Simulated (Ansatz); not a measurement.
# N on Nb(110): change of the work function

Wanted: Δφ(θ) for N/Nb(110), starting from the hollow site.

Method: plane-wave DFT, PBE, Ansatz PAW, in Ansatz 0.2.0.

### 1. The starting structure

The cell holds 4 atoms: 4 Nb. Its edges and angles: a = 2.858 Å, b = 2.858 Å, c = 25.000 Å, α = 90.0°, β = 90.0°, γ = 70.5°. Vacuum lies along c.

### 2. The clean slab

The bare slab comes first, as the zero from which every change is counted. The two lowest layers are held at bulk places and the upper ones relax. The dipole correction removes the false field that a one-sided slab makes across the periodic vacuum, so each face gets a flat vacuum level of its own.

The input, input.yaml:

```yaml
crystal:
  lattice:
    - [2.3334523779, -1.65, 0.0]
    - [2.3334523779, 1.65, 0.0]
    - [0.0, 0.0, 25.0003571337]
  atoms:
    - { symbol: Nb, position: [0.0, 0.0, 0.3599948573] }
    - { symbol: Nb, position: [0.5, 0.5, 0.4533316191] }
    - { symbol: Nb, position: [0.0, 0.0, 0.5466683809] }
    - { symbol: Nb, position: [0.5, 0.5, 0.6400051427] }
kpoints:
  mp_grid: { grid: [12, 12, 1] }
hamiltonian:
  xc: pbe
scf:
  occupations: { method: fermi_dirac, width: 0.1 }
  convergence: { dr2_threshold: 1.0e-08 }
efield:
  axis: 3
  dipole_correction: true
  ramp_position: 0.97
  ramp_width: 0.06
relax:
  f_tol: 0.02
  max_steps: 60
  constraints: [{ sites: [0, 1] }]
output:
  write_potential: true
  write_density: true
  volumetric_format: npy
```

The run is started by

```sh
$ ansatz run input.yaml --threads 4 --pin off --max-ram 16384MiB --backend cpu --events-out ev --progress --plain --runs-dir out
```

Numbers of over 12 decimals in the logs are rounded to 6 here.

Output:

```text
Engine: ansatz 0.2.0, aarch64-unknown-linux-gnu
Pseudopotentials: kind: paw
Pseudopotential: Nb, paw, valence charge 13, recommended cutoff 420 eV (normal), Nb.paw.azcp
Functional definition: PBE
  parameter kappa = 0.804
  parameter beta = 0.066725
  exchange = pbe_x(kappa = kappa, mu = beta*pi^2/3)
  correlation = pbe_c(beta = beta)
Crystal: 4 atoms, lattice volume = 192.513 Å³
Basis set: ecut = 420 eV, 3769 PW (Γ), exchange–correlation on 40×40×360 points (8 copies of the dense FFT grid, shifted against one another)
Bands: 32, of which v1, the nominal top of the filled ones, is band 26 counted from 1 (25 counted from 0)
Symmetry: 4 space group operations
k-points: 43 of 144
Non-local potential: Nb, projectors of the file, l = 0: 3, l = 1: 2, l = 2: 2, l = 3: 1
PAW form: soft (Blöchl's): semilocal exchange-correlation on the pseudo side does not see the compensation charge
PAW one-centre angular grid: Nb, 590 points (default); XC on 64 Gauss nodes
Initial density: superposition of atomic densities (neutral atoms: chi_scale 0, normalization atom), corrected by the library's trained network
Initial wavefunctions: pseudopotential atomic-orbital guess
Functional: x = pbe(κ = 0.804, μ = 0.219515), c = pbe(β = 0.066725)
SCF iter   1: F=—  HF=-18207.315250 eV  |F-HF|=—  |Δ(HF+E_count)|=         —  Δρ=9.75e-3  dr2=3.31e0  ethr=1.77e-3  p=0.000 e·Å  D=2.85e-14 V/Å  ΔV_dip=-0.00 eV  dr2_dipole=3.46e-7  V_vac-E_F(+/−)=4.87/4.87 eV  ⟨swp⟩=7.8  Hψ=6620  notcnv=0
efield: sawtooth ramp at fractional position 0.9700 (set: `efield.ramp_position`, or a place that a band, a saddle search or an elastic batch's reference lends), width 0.0600; the density the first Hamiltonian is built on has a dipole p = 0.000 e·Å; the dipole correction subtracts the counter field D = 2.85e-14 V/Å, which shifts the + side's vacuum level by -0.00 eV against the − side's; the planar-averaged density in the ramp window peaks in size at 3.8e-6 e/Å³
preconditioner: auto → LDOS  [metal: Δε(μ)=0.022 eV  Ē_g=3.353 eV  σ=0.100 eV  W_gap=0.06  n_scr=16 (ndim 8)  ℏωp=12.0 eV  f_vac=0.550  D(μ)=4.82/eV (n_scr^D=16)  β→1.0]
SCF iter   2: F=—  HF=-18207.212039 eV  |F-HF|=—  |Δ(HF+E_count)|=   1.03e-1  Δρ=3.07e-3  dr2=1.93e-1  ethr=1.77e-3  p=-0.000 e·Å  D=-8.90e-6 V/Å  ΔV_dip=0.00 eV  dr2_dipole=7.29e-7  V_vac-E_F(+/−)=4.49/4.49 eV  ⟨swp⟩=2.1  Hψ=1844  notcnv=0
SCF iter   3: F=—  HF=-18207.208754 eV  |F-HF|=—  |Δ(HF+E_count)|=   3.28e-3  Δρ=5.93e-4  dr2=5.77e-3  ethr=3.70e-4  p=-0.000 e·Å  D=-3.40e-6 V/Å  ΔV_dip=0.00 eV  dr2_dipole=4.10e-8  V_vac-E_F(+/−)=4.55/4.55 eV  ⟨swp⟩=1.2  Hψ=1387  notcnv=0
SCF iter   4: F=—  HF=-18207.208629 eV  |F-HF|=—  |Δ(HF+E_count)|=   1.26e-4  Δρ=1.54e-4  dr2=7.62e-5  ethr=1.11e-5  p=0.000 e·Å  D=1.34e-7 V/Å  ΔV_dip=-0.00 eV  dr2_dipole=3.51e-10  V_vac-E_F(+/−)=4.53/4.53 eV  ⟨swp⟩=2.0  Hψ=1725  notcnv=0
SCF iter   5: F=—  HF=-18207.208643 eV  |F-HF|=—  |Δ(HF+E_count)|=   1.47e-5  Δρ=3.90e-5  dr2=6.01e-6  ethr=1.46e-7  p=0.000 e·Å  D=1.81e-7 V/Å  ΔV_dip=-0.00 eV  dr2_dipole=6.51e-11  V_vac-E_F(+/−)=4.53/4.53 eV  ⟨swp⟩=2.6  Hψ=2386  notcnv=0
SCF iter   6: F=—  HF=-18207.208496 eV  |F-HF|=—  |Δ(HF+E_count)|=   1.47e-4  Δρ=1.47e-5  dr2=2.08e-6  ethr=1.16e-8  p=-0.000 e·Å  D=-1.62e-7 V/Å  ΔV_dip=0.00 eV  dr2_dipole=6.95e-12  V_vac-E_F(+/−)=4.53/4.53 eV  ⟨swp⟩=3.0  Hψ=2770  notcnv=0
SCF iter   7: F=—  HF=-18207.208496 eV  |F-HF|=—  |Δ(HF+E_count)|=   1.30e-7  Δρ=4.32e-6  dr2=5.36e-8  ethr=4.00e-9  p=-0.000 e·Å  D=-7.89e-8 V/Å  ΔV_dip=0.00 eV  dr2_dipole=7.06e-14  V_vac-E_F(+/−)=4.53/4.53 eV  ⟨swp⟩=2.1  Hψ=1842  notcnv=0
SCF iter   8: F=-18207.208496 eV  HF=-18207.208496 eV  |F-HF|=1.09e-8  |Δ(HF+E_count)|=   6.18e-8  Δρ=1.14e-6  dr2=3.94e-9  ethr=1.92e-11  p=-0.000 e·Å  D=-4.82e-8 V/Å  ΔV_dip=0.00 eV  dr2_dipole=6.75e-14  V_vac-E_F(+/−)=4.53/4.53 eV  ⟨swp⟩=10.7  Hψ=10041  notcnv=0
SCF 1 converged in 8 iterations: F = -18207.208496 eV  dr2 = 3.94e-9
  greatest PAW one-centre occupation: 0.998 electrons in one spin orbital (limit 2), on the Nb atom at site 1 (counted from 0), in its partial waves of l = 0
relax step   1: F+E_penalty+E_count = -18207.20849629 eV  Δ(F+E_penalty+E_count) = +0.000e0 eV  max|allowed force component| = 3.894e-1 eV/Å  Δτ_max = 0.0000 Å  (8 SCF iters, accepted)
Initial density: handed on by an earlier stage of this run
Initial wavefunctions: those handed on with the density
iter 1 solved again at ethr=8.91e-4 eV; its pass at ethr=3.10e-3 eV (dr2=4.63e-1 eV) is discarded
SCF iter   1: F=—  HF=-18207.238086 eV  |F-HF|=—  |Δ(HF+E_count)|=         —  Δρ=7.19e-3  dr2=5.38e-1  ethr=8.91e-4  p=0.000 e·Å  D=2.41e-7 V/Å  ΔV_dip=-0.00 eV  dr2_dipole=3.75e-2  V_vac-E_F(+/−)=4.55/4.55 eV  ⟨swp⟩=1.5  Hψ=5041  notcnv=0
efield: sawtooth ramp at fractional position 0.9700 (set: `efield.ramp_position`, or a place that a band, a saddle search or an elastic batch's reference lends), width 0.0600; the density the first Hamiltonian is built on has a dipole p = 0.000 e·Å; the dipole correction subtracts the counter field D = 2.41e-7 V/Å, which shifts the + side's vacuum level by -0.00 eV against the − side's; the planar-averaged density in the ramp window peaks in size at 1.7e-6 e/Å³
eigensolver tolerance schedule calibrated: the retry pair's looser diagonalisation under-reported the residual by θ = 0.14 (0.26/decade); ethr = c·dr2/N_el runs at the constant in force after the calibration composes with the one it found (an armed cap, an earlier calibration), c = 1.5e-2
preconditioner: auto → LDOS  [metal: Δε(μ)=0.018 eV  Ē_g=3.370 eV  σ=0.100 eV  W_gap=0.04  n_scr=16 (ndim 8)  ℏωp=12.0 eV  f_vac=0.554  D(μ)=5.21/eV (n_scr^D=16)  β→1.0]
SCF iter   2: F=—  HF=-18207.209043 eV  |F-HF|=—  |Δ(HF+E_count)|=   2.90e-2  Δρ=3.22e-3  dr2=5.71e-2  ethr=1.58e-4  p=0.007 e·Å  D=6.44e-3 V/Å  ΔV_dip=-0.16 eV  dr2_dipole=5.95e-4  V_vac-E_F(+/−)=4.37/4.53 eV  ⟨swp⟩=3.3  Hψ=2989  notcnv=0
SCF iter   3: F=—  HF=-18207.204924 eV  |F-HF|=—  |Δ(HF+E_count)|=   4.12e-3  Δρ=1.43e-3  dr2=1.52e-2  ethr=1.68e-5  p=0.003 e·Å  D=2.81e-3 V/Å  ΔV_dip=-0.07 eV  dr2_dipole=7.68e-6  V_vac-E_F(+/−)=4.46/4.54 eV  ⟨swp⟩=3.1  Hψ=2994  notcnv=0
SCF iter   4: F=—  HF=-18207.202553 eV  |F-HF|=—  |Δ(HF+E_count)|=   2.37e-3  Δρ=3.42e-4  dr2=7.98e-4  ethr=4.45e-6  p=0.004 e·Å  D=3.39e-3 V/Å  ΔV_dip=-0.08 eV  dr2_dipole=2.67e-7  V_vac-E_F(+/−)=4.44/4.53 eV  ⟨swp⟩=2.6  Hψ=2412  notcnv=0
SCF iter   5: F=—  HF=-18207.202529 eV  |F-HF|=—  |Δ(HF+E_count)|=   2.35e-5  Δρ=9.09e-5  dr2=2.93e-5  ethr=2.34e-7  p=0.004 e·Å  D=3.58e-3 V/Å  ΔV_dip=-0.09 eV  dr2_dipole=4.90e-7  V_vac-E_F(+/−)=4.44/4.53 eV  ⟨swp⟩=3.2  Hψ=2733  notcnv=0
SCF iter   6: F=—  HF=-18207.202389 eV  |F-HF|=—  |Δ(HF+E_count)|=   1.40e-4  Δρ=2.49e-5  dr2=4.44e-6  ethr=8.60e-9  p=0.004 e·Å  D=3.50e-3 V/Å  ΔV_dip=-0.09 eV  dr2_dipole=1.74e-6  V_vac-E_F(+/−)=4.44/4.53 eV  ⟨swp⟩=3.0  Hψ=2702  notcnv=0
SCF iter   7: F=—  HF=-18207.202390 eV  |F-HF|=—  |Δ(HF+E_count)|=   4.75e-7  Δρ=7.49e-6  dr2=1.67e-7  ethr=1.30e-9  p=0.004 e·Å  D=3.50e-3 V/Å  ΔV_dip=-0.09 eV  dr2_dipole=3.59e-9  V_vac-E_F(+/−)=4.44/4.53 eV  ⟨swp⟩=2.7  Hψ=2651  notcnv=0
SCF iter   8: F=-18207.202390 eV  HF=-18207.202390 eV  |F-HF|=1.21e-8  |Δ(HF+E_count)|=   1.49e-7  Δρ=1.97e-6  dr2=9.33e-9  ethr=2.94e-12  p=0.004 e·Å  D=3.48e-3 V/Å  ΔV_dip=-0.09 eV  dr2_dipole=2.89e-9  V_vac-E_F(+/−)=4.44/4.53 eV  ⟨swp⟩=8.0  Hψ=10634  notcnv=0
SCF 2 converged in 8 iterations: F = -18207.202390 eV  dr2 = 9.33e-9
  greatest PAW one-centre occupation: 0.998 electrons in one spin orbital (limit 2), on the Nb atom at site 2 (counted from 0), in its partial waves of l = 0
relax step   2: F+E_penalty+E_count = -18207.20238996 eV  Δ(F+E_penalty+E_count) = +6.106e-3 eV  max|allowed force component| = 5.460e-1 eV/Å  Δτ_max = 0.1121 Å  (8 SCF iters, rejected (line search))
SCF iter   1: F=—  HF=-18207.232312 eV  |F-HF|=—  |Δ(HF+E_count)|=         —  Δρ=3.81e-3  dr2=1.71e-1  ethr=2.81e-3  p=0.004 e·Å  D=3.48e-3 V/Å  ΔV_dip=-0.09 eV  dr2_dipole=1.74e-2  V_vac-E_F(+/−)=4.43/4.51 eV  ⟨swp⟩=3.3  Hψ=2664  notcnv=0
efield: sawtooth ramp at fractional position 0.9700 (set: `efield.ramp_position`, or a place that a band, a saddle search or an elastic batch's reference lends), width 0.0600; the density the first Hamiltonian is built on has a dipole p = 0.004 e·Å; the dipole correction subtracts the counter field D = 3.48e-3 V/Å, which shifts the + side's vacuum level by -0.09 eV against the − side's; the planar-averaged density in the ramp window peaks in size at 6.3e-7 e/Å³
preconditioner: auto → LDOS  [metal: Δε(μ)=0.008 eV  Ē_g=3.319 eV  σ=0.100 eV  W_gap=0.02  n_scr=16 (ndim 8)  ℏωp=12.0 eV  f_vac=0.550  D(μ)=5.23/eV (n_scr^D=16)  β→1.0]
SCF iter   2: F=—  HF=-18207.224856 eV  |F-HF|=—  |Δ(HF+E_count)|=   7.46e-3  Δρ=1.60e-3  dr2=1.23e-2  ethr=3.28e-4  p=0.001 e·Å  D=6.92e-4 V/Å  ΔV_dip=-0.02 eV  dr2_dipole=1.65e-4  V_vac-E_F(+/−)=4.51/4.53 eV  ⟨swp⟩=2.0  Hψ=2164  notcnv=0
SCF iter   3: F=—  HF=-18207.224244 eV  |F-HF|=—  |Δ(HF+E_count)|=   6.13e-4  Δρ=7.77e-4  dr2=4.90e-3  ethr=2.36e-5  p=0.002 e·Å  D=2.17e-3 V/Å  ΔV_dip=-0.05 eV  dr2_dipole=2.59e-4  V_vac-E_F(+/−)=4.47/4.53 eV  ⟨swp⟩=3.0  Hψ=2617  notcnv=0
SCF iter   4: F=—  HF=-18207.223479 eV  |F-HF|=—  |Δ(HF+E_count)|=   7.65e-4  Δρ=1.96e-4  dr2=2.48e-4  ethr=9.42e-6  p=0.002 e·Å  D=1.60e-3 V/Å  ΔV_dip=-0.04 eV  dr2_dipole=3.10e-5  V_vac-E_F(+/−)=4.49/4.53 eV  ⟨swp⟩=2.2  Hψ=1964  notcnv=0
SCF iter   5: F=—  HF=-18207.223472 eV  |F-HF|=—  |Δ(HF+E_count)|=   6.98e-6  Δρ=5.31e-5  dr2=1.59e-5  ethr=4.77e-7  p=0.001 e·Å  D=1.41e-3 V/Å  ΔV_dip=-0.04 eV  dr2_dipole=1.61e-7  V_vac-E_F(+/−)=4.49/4.53 eV  ⟨swp⟩=2.1  Hψ=1981  notcnv=0
SCF iter   6: F=—  HF=-18207.223476 eV  |F-HF|=—  |Δ(HF+E_count)|=   4.05e-6  Δρ=1.30e-5  dr2=6.58e-7  ethr=3.06e-8  p=0.002 e·Å  D=1.41e-3 V/Å  ΔV_dip=-0.04 eV  dr2_dipole=8.08e-8  V_vac-E_F(+/−)=4.49/4.53 eV  ⟨swp⟩=2.4  Hψ=2238  notcnv=0
SCF iter   7: F=—  HF=-18207.223328 eV  |F-HF|=—  |Δ(HF+E_count)|=   1.48e-4  Δρ=4.71e-6  dr2=9.91e-8  ethr=1.27e-9  p=0.001 e·Å  D=1.40e-3 V/Å  ΔV_dip=-0.04 eV  dr2_dipole=1.72e-8  V_vac-E_F(+/−)=4.49/4.53 eV  ⟨swp⟩=3.0  Hψ=2706  notcnv=0
SCF iter   8: F=-18207.223328 eV  HF=-18207.223328 eV  |F-HF|=7.40e-9  |Δ(HF+E_count)|=   5.84e-8  Δρ=1.53e-6  dr2=8.89e-9  ethr=1.92e-11  p=0.001 e·Å  D=1.41e-3 V/Å  ΔV_dip=-0.04 eV  dr2_dipole=7.79e-10  V_vac-E_F(+/−)=4.49/4.53 eV  ⟨swp⟩=8.6  Hψ=10247  notcnv=0
SCF 3 converged in 8 iterations: F = -18207.223328 eV  dr2 = 8.89e-9
relax step   3: F+E_penalty+E_count = -18207.22332794 eV  Δ(F+E_penalty+E_count) = -1.483e-2 eV  max|allowed force component| = 4.453e-3 eV/Å  Δτ_max = 0.0537 Å  (8 SCF iters, accepted)
NSCF: frozen V_eff on 43 k-points
the search or the solves at the SCF's close seem to have found levels that the self-consistency loop had missed (the run counts 1). By its estimate they hold under 1e-12 electrons; where the run keeps them, the occupations were computed again with them
WARN: The output density's exchange-correlation potential varies sharply where the density is thin. Do not read a vacuum level from v_tot or v_xc, or from such a field of the output density. On a cell that repeats whose density bears no net charge and no dipole along the vacuum's axis use v_es (v_loc + v_h of the components); under efield.dipole_correction with no amplitude use v_es + v_field, which holds any externa [...]
SCF converged after 8 iterations
Free energy (F): -18207.223328 eV
Harris-Foulkes:  -18207.223328 eV  (|F-HF|=7.40e-9)
Internal energy: -18207.049194 eV  (E = F + TS)
E sigma→0 (E₀):  -18207.136261 eV
Entropy (-TS):   -0.174134 eV (-43.533 meV/atom)
Fermi energy:    4.006922 eV
Dipole field:    D = 0.001448 V/Å  (p = 0.001540 e·Å, saw-weighted, corrected)
Work function:   Φ+ = 4.4924 eV   Φ− = 4.5286 eV
Levels:          The Fermi level and band energies are counted from a zero that moves with the ramp; work functions are not
--- Per-component energies (eV) ---
  E_band       = -991.310328
  E_kinetic    = 1574.965990
  E_local      = -56308.310229  (includes V_loc(G=0)·N_el)
  E_nonlocal   = 481.684187
  E_hartree    = 27269.689687
  E_xc         = -699.311284
  E_vxc        = -847.940007  (∫ρ·V_xc dr)
  E_paw        = -12294.007992  (= ΣΔE_a)
  E_vpaw       = -431.089472  (= ΣTr[D̂ρ^β])
  E_aug_tail   = 0.000027  (compensation charges beyond the density's cutoff)
  E_efield     = 0.000001  (sawtooth field / dipole correction)
  E_vefield    = 0.000464  (∫n·V_field dr)
  E_ewald      = 21768.240419
  E_smearing   = -0.174134  (= −TS)
  E_closure    = -0.000000  (closes the sum)
  Σ components = -18207.223328   (vs F -18207.223328, Δ=0.00e0)
--- Forces (eV/Å), atoms counted from 1 ---
  atom   1  Nb     0.00000000     0.00000000     0.34062080
  atom   2  Nb     0.00000000     0.00000000    -0.33312820
  atom   3  Nb     0.00000000     0.00000000    -0.00306116
  atom   4  Nb     0.00000000     0.00000000    -0.00445260
  max |Σ_I F_I| component: 2.12e-5 eV/Å
--- Band table (eV; the first three rows and the last of 43) ---
  k-point 0: bands = [... 22 lower, 3.4466, 3.5123, 3.6764, 4.0611, 4.1727, 4.6389, 4.6520, 5.6784, ... 2 higher]
  k-point 1: bands = [... 22 lower, 3.4048, 3.4548, 3.6401, 4.0028, 4.2565, 4.3791, 4.7400, 5.2644, ... 2 higher]
  k-point 2: bands = [... 22 lower, 3.1785, 3.3530, 3.5747, 3.7357, 3.8698, 4.4583, 4.7888, 5.0334, ... 2 higher]
  k-point 42: bands = [... 22 lower, 2.6735, 3.3174, 3.8761, 5.5518, 5.7661, 6.0386, 6.2753, 6.6835, ... 2 higher]
--- Relaxed structure (3 steps of the walk, 2 accepted, 0 SCFs on fresh bases) ---
  F+E_penalty+E_count = -18207.22332794 eV   max|allowed force component| = 4.453e-3 eV/Å
  atoms:
    - { symbol: Nb, position: [0.0, 0.0, 0.359995] }
    - { symbol: Nb, position: [0.5, 0.5, 0.4533316191] }
    - { symbol: Nb, position: [0.0, 0.0, 0.547835] }
    - { symbol: Nb, position: [0.5, 0.5, 0.637856] }
```

It took 17 s on 4 threads of Arm Neoverse V1, shared host; peak memory 0.56 GiB; 67 s of CPU time.

Relaxation path:

| step | energy less that of the first step (eV) | largest force component (eV/Å) |
| --- | --- | --- |
| 1 | 0.0000 | 0.3894 |
| 2 | 0.0061 | 0.5460 |
| 3 | -0.0148 | 0.0045 |

Relaxation step 2 was tried and not accepted.

The run keeps the 4 symmetry operations that it works with, so distortions that break them were not tested.

The atoms that moved most (Å):

| atom | dx | dy | dz | length |
| --- | --- | --- | --- | --- |
| Nb4 | 0.000 | 0.000 | -0.054 | 0.054 |
| Nb3 | 0.000 | 0.000 | 0.029 | 0.029 |

The relaxed structure:

```xyz
4
Lattice="2.3335 -1.6500 0.0000 2.3335 1.6500 0.0000 0.0000 0.0000 25.0004" Properties=species:S:1:pos:R:3
Nb    0.0000    0.0000    9.0000
Nb    2.3335    0.0000   11.3335
Nb    0.0000    0.0000   13.6961
Nb    2.3335    0.0000   15.9466
```

This step gave:

- energy at zero smearing: -18207.1363 eV
- work function, upper face: 4.492 eV
- work function, lower face: 4.529 eV
- dipole along the normal: 0.001540 e·Å
- step between the vacuum levels: -0.03620 eV

Running mean over 2.333 Å of the planar mean; the ramp of the sawtooth is left out. The electron's electrostatic potential energy less the Fermi level by z:

| z (Å) | electron's electrostatic potential energy less the Fermi level (eV) |
| --- | --- |
| 3.5 | 4.53 |
| 4.0 | 4.53 |
| 4.5 | 4.52 |
| 5.0 | 4.51 |
| 5.5 | 4.47 |
| 6.0 | 4.34 |
| 6.5 | 3.95 |
| 7.0 | 2.78 |
| 7.5 | -0.525 |
| 8.0 | -5.88 |
| 8.5 | -9.88 |
| 9.0 | -11.0 |
| 9.5 | -11.1 |
| 10.0 | -11.0 |
| 10.5 | -10.9 |
| 11.0 | -10.9 |
| 11.5 | -10.9 |
| 12.0 | -10.8 |
| 12.5 | -10.6 |
| 13.0 | -10.7 |
| 13.5 | -10.9 |
| 14.0 | -11.2 |
| 14.5 | -11.7 |
| 15.0 | -11.8 |
| 15.5 | -11.5 |
| 16.0 | -11.1 |
| 16.5 | -9.62 |
| 17.0 | -5.33 |
| 17.5 | -0.0576 |
| 18.0 | 2.95 |
| 18.5 | 3.98 |
| 19.0 | 4.33 |
| 19.5 | 4.44 |
| 20.0 | 4.48 |
| 20.5 | 4.49 |
| 21.0 | 4.49 |
| 21.5 | 4.49 |

The relaxation took 3 steps and lowered the energy by 0.015 eV; the largest force on the free atoms ends at 0.0045 eV/Å.

The work function of the upper face is 4.49 eV.

(Part 1 of 4 ends here.)

[Logs are printed without paths, hosts, clocks, repeated set-up lines and the standing remarks that a program may print on its own settings, such as how far it seeks lower states.]

[Hosts, paths, dates, database ids (printed as entryN), source tags and the programs' standing remarks are cut or masked in the printed files.]

[Maps of the electrostatic potential energy from Ansatz leave out the sawtooth potential of an applied field or a dipole correction, so their vacuum need not be flat; planar profiles and work functions include it.]
